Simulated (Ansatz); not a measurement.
**What TaRu (Pm-3m) distorts into**

Wanted: the energy along a soft mode of TaRu (Pm-3m) and the structure at the end.

Main program and level: Ansatz 0.2.0; DFT PBEsol, scalar-relativistic, plane waves, PAW; PAW set soft_1.

Report form: inputs, costs, results and the conclusion, without the logs.

**1. The structure**

It takes space group Pm-3m (No. 221, cubic). The conventional cell has a = 3.139 Å, b = 3.139 Å, c = 3.139 Å, α = 90.00°, β = 90.00°, γ = 90.00°. Ta has 8 Ru at 2.72 Å nearest. Ru has 8 Ta at 2.72 Å nearest. Farther neighbours, and contacts between anions beyond the nearest, are not listed.

**2. Response at finite wavevector**

Stability and thermal properties need the whole zone. Linear response on a 4×4×4 q mesh gives force constants as far as a supercell of that size would.

Contents of input.yaml:

```yaml
crystal:
  lattice:
    - [3.1394054961, 0.0, 0.0]
    - [0.0, 3.1394054961, 0.0]
    - [0.0, 0.0, 3.1394054961]
  atoms:
    - { symbol: Ta, position: [0.5, 0.5, 0.5] }
    - { symbol: Ru, position: [0.0, 0.0, 0.0] }
kpoints:
  mp_grid: { grid: [16, 16, 16] }
hamiltonian:
  xc: pbesol
  pseudopotentials: { kind: paw, azcp: { folder: soft_1 }, xc_functional: pbe }
scf:
  occupations: { method: methfessel_paxton, width: 0.2 }
output:
  eigenvalues: true
phonons:
  method: dfpt
  qmesh: [4, 4, 4]
  temperatures: { t_max: 1000, t_step: 50 }
  qpath:
    path:
      - [[0.0, 0.0, 0.0], [0.0, 0.5, 0.0], [0.5, 0.5, 0.0], [0.0, 0.0, 0.0], [0.5, 0.5, 0.5], [0.0, 0.5, 0.0]]
      - [[0.5, 0.5, 0.5], [0.5, 0.5, 0.0]]
    npoints: 10
```

The run is started by

```
$ ansatz run input.yaml --threads 4 --pin off --max-ram 10240MiB --backend cpu --events-out ev --progress --plain --runs-dir out
```

Wall time 6.4 min (4 threads of Intel Xeon Platinum 8488C (Sapphire Rapids), shared host); peak memory 3.4 GiB.

Read from the output:

```
volume per atom                                         : 15.47 Å³
gap on the k-mesh                                       : 0 eV
sum-rule residual before enforcement                    : 1.87e-5 eV/Å²
lowest frequency on the path                            : -142.4 cm⁻¹
point group                                             : m-3m
highest frequency on path, mesh or solved points        : 175.2 cm⁻¹
highest optical mode at the zone centre (no LO-TO term) : 143.4 cm⁻¹
lowest optical zone-centre mode                         : 143.4 cm⁻¹
lowest mode on the q mesh (acoustic modes at Γ apart)   : -142.4 cm⁻¹
```

Frequencies (cm⁻¹) solved at each irreducible wavevector; negative means imaginary. Frequencies by wavevector, by row:

| q in reciprocal lattice units | star | mode 1 | mode 2 | mode 3 | mode 4 | mode 5 | mode 6 |
| --- | --- | --- | --- | --- | --- | --- | --- |
| 0 0 0 | 1 | 0 | 0 | 0 | 143.4 | 143.4 | 143.4 |
| 0 0 0.25 | 6 | 57.1 | 57.1 | 85.2 | 114.6 | 134.1 | 134.1 |
| 0 0 -0.5 | 3 | -50.8 | -50.8 | 103.4 | 103.4 | 110.5 | 123.3 |
| 0 0.25 0.25 | 12 | -104.9 | -54.6 | 72.1 | 112.8 | 140.4 | 164.3 |
| 0 0.25 -0.5 | 12 | -120.3 | -68.5 | -25.5 | 104.6 | 167.7 | 173.8 |
| 0 -0.5 -0.5 | 3 | -105.6 | -105.6 | -28.9 | 99.7 | 172.6 | 172.6 |
| 0.25 0.25 0.25 | 8 | -142.4 | -52.4 | -52.4 | 146.5 | 146.5 | 147.2 |
| 0.25 0.25 -0.5 | 12 | -107.9 | -37.7 | 25.1 | 123.1 | 156.9 | 167.8 |
| 0.25 -0.5 -0.5 | 6 | -45.1 | -43.6 | -43.6 | 115.3 | 156.7 | 156.7 |
| -0.5 -0.5 -0.5 | 1 | 72.2 | 72.2 | 72.2 | 121.3 | 121.3 | 121.3 |

Interpolated from a 4×4×4 q mesh. Phonon branches along the path, in cm⁻¹:

```
    point  branch 1  branch 2  branch 3  branch 4  branch 5  branch 6
        Γ         0         0         0       143       143       143
  halfway        57        57        85       115       134       134
        X       -51       -51       103       103       110       123
  halfway      -120       -68       -26       105       168       174
        M      -106      -106       -29       100       173       173
  halfway      -105       -55        72       113       140       164
        Γ         0         0         0       143       143       143
  halfway      -142       -52       -52       146       146       147
        R        72        72        72       121       121       121
  halfway      -108       -38        25       123       157       168
        X       -51       -51       103       103       110       123
jump to R        72        72        72       121       121       121
  halfway       -45       -44       -44       115       157       157
        M      -106      -106       -29       100       173       173
```

Symmetry leaves 10 wavevectors to solve. The lowest mode among them, the acoustic zeros apart, lies at q = (0.25, 0.25, 0.25) and is imaginary, 142.4i cm⁻¹, so the energy falls along it.

**3. The mode frozen in, largest atomic shift 0 Å**

The mode followed lies at q = (0.25, 0.25, 0.25) with frequency 142.4i cm⁻¹, the softest among the wavevectors solved. At small amplitude the pattern taken leaves space group no. 166 by a symmetry search on the positions. The undistorted cell that holds it gives the zero of energy on the same k mesh.

System of this step: TaRu. The structure is cubic, space group Pm-3m (No. 221). Conventional cell: a = 3.139 Å, b = 3.139 Å, c = 3.139 Å, α = 90.00°, β = 90.00°, γ = 90.00°. Nearest to Ta lie 8 Ru at 2.72 Å. Nearest to Ru lie 8 Ta at 2.72 Å. Farther neighbours, and contacts between anions beyond the nearest, are not listed.

Contents of input.yaml:

```yaml
crystal:
  lattice:
    - [-3.1394054961, 0.0, 3.1394054961]
    - [-3.1394054961, 3.1394054961, 0.0]
    - [-6.2788109923, -3.1394054961, -3.1394054961]
  atoms:
    - { symbol: Ta, position: [0.875, 0.875, 0.375] }
    - { symbol: Ta, position: [0.625, 0.625, 0.125] }
    - { symbol: Ta, position: [0.375, 0.375, 0.875] }
    - { symbol: Ta, position: [0.125, 0.125, 0.625] }
    - { symbol: Ru, position: [0.25, 0.25, 0.25] }
    - { symbol: Ru, position: [0.0, 0.0, 1.0] }
    - { symbol: Ru, position: [0.75, 0.75, 0.75] }
    - { symbol: Ru, position: [0.5, 0.5, 0.5] }
kpoints:
  mp_grid: { grid: [10, 10, 10] }
hamiltonian:
  xc: pbesol
  pseudopotentials: { kind: paw, azcp: { folder: soft_1 }, xc_functional: pbe }
scf:
  occupations: { method: methfessel_paxton, width: 0.2 }
output:
  forces: true
  stress: true
  eigenvalues: true
```

It took 12 s on 4 threads; peak memory 1 GiB; 46 s of CPU time.

This step gave:

```yaml
pressure: 0.01981 GPa
energy_from_the_undistorted_cell: 0 meV/atom
```

The run ends at a pressure of 0.02 GPa.

**4. The mode frozen in, largest atomic shift 0.14 Å**

The atoms are moved along the unstable eigenvector, the largest shift by 0.14 Å, with the cell fixed.

Contents of input.yaml:

```yaml
crystal:
  lattice:
    - [-3.1394054961, 0.0, 3.1394054961]
    - [-3.1394054961, 3.1394054961, 0.0]
    - [-6.2788109923, -3.1394054961, -3.1394054961]
  atoms:
    - { symbol: Ta, position: [0.879155986, 0.879155986, 0.3625320419] }
    - { symbol: Ta, position: [0.625, 0.625, 0.125] }
    - { symbol: Ta, position: [0.370844014, 0.370844014, 0.8874679581] }
    - { symbol: Ta, position: [0.125, 0.125, 0.625] }
    - { symbol: Ru, position: [0.2435633484, 0.2435633484, 0.2693099548] }
    - { symbol: Ru, position: [0.0064366516, 0.0064366516, 0.9806900452] }
    - { symbol: Ru, position: [0.7564366516, 0.7564366516, 0.7306900452] }
    - { symbol: Ru, position: [0.4935633484, 0.4935633484, 0.5193099548] }
kpoints:
  mp_grid: { grid: [10, 10, 10] }
hamiltonian:
  xc: pbesol
  pseudopotentials: { kind: paw, azcp: { folder: soft_1 }, xc_functional: pbe }
scf:
  occupations: { method: methfessel_paxton, width: 0.2 }
output:
  forces: true
  stress: true
  eigenvalues: true
  write_density: true
  write_potential: true
  elf: true
  volumetric_format: npy
```

It took 14 s on 4 threads; peak memory 1.1 GiB; 52 s of CPU time.

This step gave:

```
pressure                         : 0.9659 GPa
energy from the undistorted cell : -16.84 meV/atom
```

The energy, extrapolated to zero smearing, is -16.84 meV/atom against the undistorted cell.

The run ends at a pressure of 0.97 GPa, with forces up to 0.89 eV/Å.

**5. Energy along the mode, all amplitudes (two of the runs are shown above)**

An imaginary frequency means negative curvature, so the energy should fall and then rise again as anharmonic terms take over.

This step gave:

```yaml
depth_at_the_lowest_point_sampled: 16.84 meV/atom
largest_atomic_shift_at_that_point: 0.14 Å
```

Table of energy from the parent by largest atomic shift:

```
largest atomic shift (Å)  energy from the parent (meV/atom)
                  0.0000                                  0
                  0.0400                              -3.69
                  0.0800                              -11.6
                  0.1400                              -16.8
                  0.2200                               11.9
```

Displacement at unit largest shift by atom:

```csv
atom,x (Å),y (Å),z (Å),size
Ta1,0.373,0.373,0.373,0.646
Ta2,0.000,0.000,0.000,0.000
Ta3,-0.373,-0.373,-0.373,0.646
Ta4,0.000,0.000,0.000,0.000
Ru5,-0.577,-0.577,-0.577,0.999
Ru6,0.577,0.577,0.577,0.999
Ru7,0.577,0.577,0.577,0.999
Ru8,-0.577,-0.577,-0.577,0.999
```

The lowest step is at 0.14 Å, 16.8 meV/atom below the parent, and the energy rises beyond it.

**6. Relaxing from the distorted cell**

Starting from the lowest point found, all atoms and the cell are let go, so that strain and other modes of the same symmetry can join in.

input.yaml, as its differences from that of step 4:

```diff
@@ -25,5 +25,6 @@
   eigenvalues: true
-  write_density: true
-  write_potential: true
-  elf: true
-  volumetric_format: npy
+relax:
+  adjacent_minimum: "off"
+  f_tol: 0.002
+  max_steps: 120
+  cell: { stress_tol: 0.03 }
```

Run time: 91 s. Hardware: 4 threads; peak memory 1.1 GiB; 5.9 min of CPU time.

The steps of the relaxation:

```
step  energy less that of the first step (eV)  largest force component (eV/Å)  pressure (GPa)  volume (Å³)
   1                                   0.0000                          0.5135            0.97       123.77
   2                                  -0.0672                          0.4357           -0.75       124.62
   3                                  -0.1134                          0.1009           -0.68       124.49
   4                                  -0.1186                          0.0315            0.03       124.23
   5                                  -0.1190                          0.0077           -0.12       124.35
   6                                  -0.1191                          0.0022            0.05       124.27
   7                                  -0.1191                          0.0004            0.00       124.29
  8*                                  -0.1197                          0.0003            0.01       124.29
   9                                  -0.1197                          0.0008            0.01       124.29
 10*                                  -0.1197                          0.0008            0.01       124.29
```

Relaxation steps marked * repeat the geometry before them on a plane-wave basis chosen anew for their cell, so energy and pressure can jump there.

The run keeps the 12 symmetry operations that the program found, so distortions that break them were not tested.

```csv
"conventional cell, symmetrised",before,after,change
a (Å),4.440,4.413,-0.6 %
b (Å),4.440,4.413,-0.6 %
c (Å),21.750,22.107,+1.6 %
volume (Å³/atom),15.47,15.54,+0.4 %
```

The atoms that moved most (Å, as changes of fractional coordinates times the final cell):

```
atom      dx      dy      dz  length
 Ru6   0.038   0.038   0.038   0.065
 Ru5  -0.038  -0.038  -0.038   0.065
 Ru8   0.036   0.036   0.036   0.062
 Ru7  -0.036  -0.036  -0.036   0.062
 Ta3  -0.020  -0.020  -0.020   0.035
 Ta1   0.020   0.020   0.020   0.035
```

This step gave:

```yaml
pressure: 0.006983 GPa
volume_per_atom: 15.54 Å³
```

The distorted start has space group R-3m; the relaxation ends in R-3m.

**7. The new phase in its own primitive cell**

The relaxed structure is symmetrised, reduced to its primitive cell and relaxed tightly, as its phonons need.

input.yaml, the sections that differ from step 6:

```yaml
crystal:
  lattice:
    - [2.2065383756, 1.2739455251, 7.3690899047]
    - [-2.2065383756, 1.2739455251, 7.3690899047]
    - [0.0, -2.5478910502, 7.3690899047]
  atoms:
    - { symbol: Ta, position: [0.2557583706, 0.2557583706, 0.2557583706] }
    - { symbol: Ta, position: [0.0, 0.0, 0.0] }
    - { symbol: Ta, position: [0.7442416294, 0.7442416294, 0.7442416294] }
    - { symbol: Ta, position: [0.5, 0.5, 0.5] }
    - { symbol: Ru, position: [0.6156098151, 0.6156098151, 0.6156098151] }
    - { symbol: Ru, position: [0.3843901849, 0.3843901849, 0.3843901849] }
    - { symbol: Ru, position: [0.1286281957, 0.1286281957, 0.1286281957] }
    - { symbol: Ru, position: [0.8713718043, 0.8713718043, 0.8713718043] }
kpoints:
  mp_grid: { grid: [9, 9, 9] }
relax:
  adjacent_minimum: "off"
  f_tol: 0.001
  max_steps: 60
  cell: { stress_tol: 0.01 }
# hamiltonian, scf, output: as in step 6
```

Wall time 28 s (4 threads); peak memory 0.96 GiB.

Little changed from the start: no atom moved by 0.005 Å and no cell edge by 0.1 %.

Read from the output:

```
pressure        : 0.001331 GPa
volume per atom : 15.53 Å³
```

The largest force component left is 0.78 meV/Å and the pressure is 0.001 GPa, within the tolerances set. The cell now holds 15.53 Å³/atom.

**8. Modes of the new phase, k-mesh 9×9×9**

A relaxed structure may still be a saddle point, so its zone-centre modes are computed. No field response is asked, since the mesh shows no gap.

input.yaml, the sections that differ from step 7:

```yaml
crystal:
  lattice:
    - [2.206964767, 1.2741917023, 7.3657663047]
    - [-2.206964767, 1.2741917023, 7.3657663047]
    - [0.0, -2.5483834046, 7.3657663047]
  atoms:
    - { symbol: Ta, position: [0.2557629696, 0.2557629696, 0.2557629696] }
    - { symbol: Ta, position: [0.0, 0.0, 0.0] }
    - { symbol: Ta, position: [0.7442370304, 0.7442370304, 0.7442370304] }
    - { symbol: Ta, position: [0.5, 0.5, 0.5] }
    - { symbol: Ru, position: [0.6156903748, 0.6156903748, 0.6156903748] }
    - { symbol: Ru, position: [0.3843096252, 0.3843096252, 0.3843096252] }
    - { symbol: Ru, position: [0.1286626405, 0.1286626405, 0.1286626405] }
    - { symbol: Ru, position: [0.8713373595, 0.8713373595, 0.8713373595] }
output:
  eigenvalues: true
phonons:
  method: dfpt
# kpoints, hamiltonian, scf: as in step 7
# relax: removed
```

It took 13 min on 4 threads; peak memory 5.1 GiB; 49 min of CPU time.

Read from the output:

- sum-rule residual before enforcement: 7.37e-5 eV/Å²
- point group: -3m
- highest optical mode at the zone centre (no LO-TO term): 197.5 cm⁻¹
- lowest optical zone-centre mode: 58.3 cm⁻¹

Patterns of degenerate modes are one choice out of their space. Modes at Γ, with each element's share of the kinetic energy:

```
mode  frequency (cm⁻¹)  symmetry  Ta %  Ru %
   1               0.0  acoustic    64    36
   2               0.0  acoustic    64    36
   3               0.0  acoustic    64    36
   4              58.3        Eg    52    48
   5              58.3        Eg    52    48
   6              95.1        Eu    75    25
   7              95.1        Eu    75    25
   8             109.4       A2u    67    33
   9             123.6       A2u    71    29
  10             123.7       A1g    98     2
  11             137.9        Eu    87    13
  12             137.9        Eu    87    13
  13             154.4       A2u    49    51
  14             172.3        Eu    40    60
  15             172.3        Eu    40    60
  16             179.3        Eg    27    73
  17             179.3        Eg    27    73
  18             186.1       A1g     1    99
  19             188.7        Eg    20    80
  20             188.7        Eg    20    80
  21             191.6       A2u    49    51
  22             192.7        Eu    35    65
  23             192.7        Eu    35    65
  24             197.5       A1g     1    99
```

Displacements in mode 5 (58.3 cm⁻¹), the largest set to 1:
```
Ta1  0.00 -0.83  0.00
Ta2  0.00  0.00  0.00
Ta3  0.00  0.83  0.00
Ta4  0.00  0.00  0.00
Ru5  0.00 -1.00  0.00
Ru6  0.00  1.00  0.00
Ru7  0.00  0.36  0.00
Ru8  0.00 -0.36  0.00
```

Displacements in mode 15 (172.3 cm⁻¹), the largest set to 1:
```
Ta1 -0.04  0.39  0.00
Ta2  0.00  0.05  0.00
Ta3 -0.04  0.39  0.00
Ta4 -0.07  0.75  0.00
Ru5  0.04 -0.41  0.00
Ru6  0.04 -0.41  0.00
Ru7  0.09 -1.00  0.00
Ru8  0.09 -1.00  0.00
```

Before it was imposed, the acoustic sum rule was missed by 7.4e-5 eV/Å². Small misses are needed for a sound result but don't prove that mesh and cutoff are converged. The lowest optical mode is real, 58.3 cm⁻¹.

**9. What came out**

```
unstable mode of the parent                                                      : q = (0.25, 0.25, 0.25), 142i cm⁻¹
depth at the lowest point sampled                                                : 16.8 meV/atom
largest atomic shift at that point                                               : 0.14 Å
space group reached                                                              : R-3m
energy gained over the parent (first relaxation, on the mesh of the frozen mode) : 31.9 meV/atom
volume per atom, phase reached                                                   : 15.5 Å³
lowest optical zone-centre mode, phase reached                                   : 58.3 cm⁻¹
highest optical mode at the zone centre (no LO-TO term), phase reached           : 198 cm⁻¹
```

**Reading.** Along this mode the structure falls into R-3m, 31.9 meV/atom below the parent. At the parent's cell the well is 16.84 meV/atom deep on the steps tried, with its lowest point at a shift of 0.14 Å. Relaxing atoms and cell changes the gain by +15.09 meV/atom against the lowest step (energies at zero smearing). The new phase has no imaginary mode at the zone centre of its cell; other wavevectors were not checked. Of the 2 patterns followed from this parent, this one ends 9.72 meV/atom above the lowest, Cmmm. Each path keeps the symmetry of its pattern, so a lower phase may lie along a pattern not tried. With no gap, or one that is small against the smearing, the frequencies hang on the k mesh and the smearing, most of all near Kohn anomalies. The phonon runs are without spin polarisation, although the cell has an odd electron count. Spin-orbit coupling is left out, which can matter for the heavy elements here. The PAW files were made for PBE and serve the other functionals too.

[Long decimals in the printed logs are rounded to 6 places.]

[Logs are printed without paths, hosts, clocks, repeated set-up lines and the standing remarks that a program may print on its own settings, such as how far it seeks lower states.]

[Hosts, paths, dates, database ids (printed as entryN), source tags and the programs' standing remarks are cut or masked in the printed files.]

[Where the starting crystal was built by hand or by swapping elements, it need not be the compound's stable phase.]
